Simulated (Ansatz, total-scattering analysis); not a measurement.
# B2O3: S(Q) and G(r) from molecular dynamics

The model: ab initio molecular dynamics with Ansatz (PBE, plane waves, PAW set soft_1, Langevin thermostat, no spin, fixed volume). The average runs over 2.27 ps of 120 atoms, so shells between rare elements are rough. Mean temperature 1422 K, largest m.s.d. 0.54 Å², energy drift +4 meV an atom (last third less first, no steady trend), Langevin friction 2 ps⁻¹; the first quarter of the run is discarded. Start: last frame of a classical run of this cell at the same density and temperature. So short a stretch relaxes bonds and nearest shells but still remembers its start. The density is set to 1.550 g/cm³. Composition: B 40.0, O 60.0 atom %. Production: 126 frames 0.018 ps apart at 1500 K, fixed volume (mean pressure -2.6 GPa).

The totals are in Faber–Ziman form. Below 4 Å⁻¹ the partials are summed on the cell's own reciprocal vectors (from 0.52 Å⁻¹) and folded with a Gaussian of σ = 0.11 Å⁻¹; above it they are transforms of g(r) out to 8.2 Å, tapered over the last 40 %. The fold lowers sharp peaks, and with so few vectors their positions are good to about 0.1 Å⁻¹. X-rays take neutral-atom form factors, neutrons coherent lengths (B 6.65, O 5.8037 fm). Boron is taken as ¹¹B. G(r) = 4πrρ₀[g(r) − 1] carries the resolution of a Lorch-windowed transform up to 20 Å⁻¹. The patterns are simulated, not measured. The cell is small: beyond half the box only the part of each shell inside it is counted, and low-Q values rest on few vectors.

Predict the maxima of S(Q) and G(r), and the first shells.

Density 1.550 g/cm³, ρ₀ = 0.0670 Å⁻³. Mean square displacements over the run: B 0.29, O 0.54 Å²; the sample is a melt by its history, in a run too short to show flow.

Maxima of S(Q), Q in Å⁻¹ (height): X-ray: 1.46 (1.41), 3.19 (1.08), 5.73 (1.55), 10.62 (1.13), 14.06 (1.07); neutron: 1.46 (1.62), 5.67 (1.56), 10.48 (1.15), 14.34 (1.07), 19.17 (1.05).

| Q (Å⁻¹) | X-ray | neutron |
| --- | --- | --- |
| 0.60 | 0.67 | 0.74 |
| 0.85 | 0.64 | 0.73 |
| 1.10 | 0.83 | 0.96 |
| 1.35 | 1.29 | 1.48 |
| 1.60 | 1.26 | 1.46 |
| 1.85 | 1.07 | 1.27 |
| 2.10 | 0.92 | 1.13 |
| 2.35 | 0.76 | 0.94 |
| 2.60 | 0.67 | 0.78 |
| 2.85 | 0.81 | 0.72 |
| 3.10 | 1.07 | 0.66 |
| 3.35 | 1.01 | 0.67 |
| 3.60 | 0.81 | 0.66 |
| 3.85 | 0.79 | 0.70 |
| 4.10 | 0.76 | 0.74 |
| 4.35 | 0.76 | 0.77 |
| 4.60 | 0.78 | 0.84 |
| 4.85 | 0.85 | 0.95 |
| 5.10 | 1.02 | 1.13 |
| 5.35 | 1.29 | 1.38 |
| 5.60 | 1.52 | 1.55 |
| 5.85 | 1.52 | 1.50 |
| 6.10 | 1.32 | 1.28 |
| 6.35 | 1.09 | 1.07 |
| 6.60 | 0.94 | 0.94 |
| 6.85 | 0.86 | 0.87 |
| 7.10 | 0.81 | 0.83 |
| 7.35 | 0.79 | 0.81 |
| 7.60 | 0.80 | 0.81 |
| 7.85 | 0.83 | 0.83 |
| 8.10 | 0.89 | 0.86 |
| 8.35 | 0.95 | 0.91 |
| 8.60 | 1.01 | 0.96 |
| 8.85 | 1.03 | 1.00 |
| 9.10 | 1.03 | 1.02 |
| 9.35 | 1.02 | 1.03 |
| 9.60 | 1.02 | 1.05 |
| 9.85 | 1.04 | 1.08 |

Maxima of G(r), r in Å (Å⁻²): X-ray: 1.39 (3.49), 2.42 (2.23), 3.67 (0.47), 4.61 (0.77), 6.72 (0.30); neutron: 1.39 (4.55), 2.45 (1.15), 3.66 (0.76), 4.66 (0.46).

| pair | first peak (Å) | g there | first minimum (Å) | g there | neighbours | X-ray weight (f = Z) | neutron weight |
| --- | --- | --- | --- | --- | --- | --- | --- |
| B–O | 1.38 | 17.6 | 1.76 | 0.03 | 3.0 O per B, 2.0 B per O | 0.42 | 0.49 |
| O–O | 2.40 | 4.9 | 2.82 | 0.32 | 4.2 | 0.50 | 0.32 |
| B–B | 2.63 | 4.0 | 3.04 | 0.31 | 3.2 | 0.09 | 0.19 |

Bonded neighbours (only these pairs count: cutoffs B–O 1.76 Å): B: 3 100 %; O: 2 100 %. Bridging oxygens per network former of four or fewer bonds: B: Q3 100 %. Oxygen by network formers bound (Si, B, P, Ge and Al count): two 100 %. O–B–O peak at 118° and B–O–B peak at 146°. These counts come from 15 frames.

Unlike atoms are nearest: the pair functions peak at 1.38 Å (B–O) and 2.40 Å (O–O). The ratio of these peaks, 1.74 (±0.04), compares with 1.73 for a triangle, 1.63 for a tetrahedron and 1.41 for an octahedron, and B has 3.0 anions. The weights that differ most between the probes (X-ray, neutron): O–O 0.50 and 0.32, B–B 0.09 and 0.19 and B–O 0.42 and 0.49.

The first neutron maximum, at 1.46 Å⁻¹, has Q r₁ = 2.0 with the shortest distance r₁, far below the 7.7 of dense packing: it marks order on a period of 2π/Q = 4.3 Å, beyond the first neighbours.
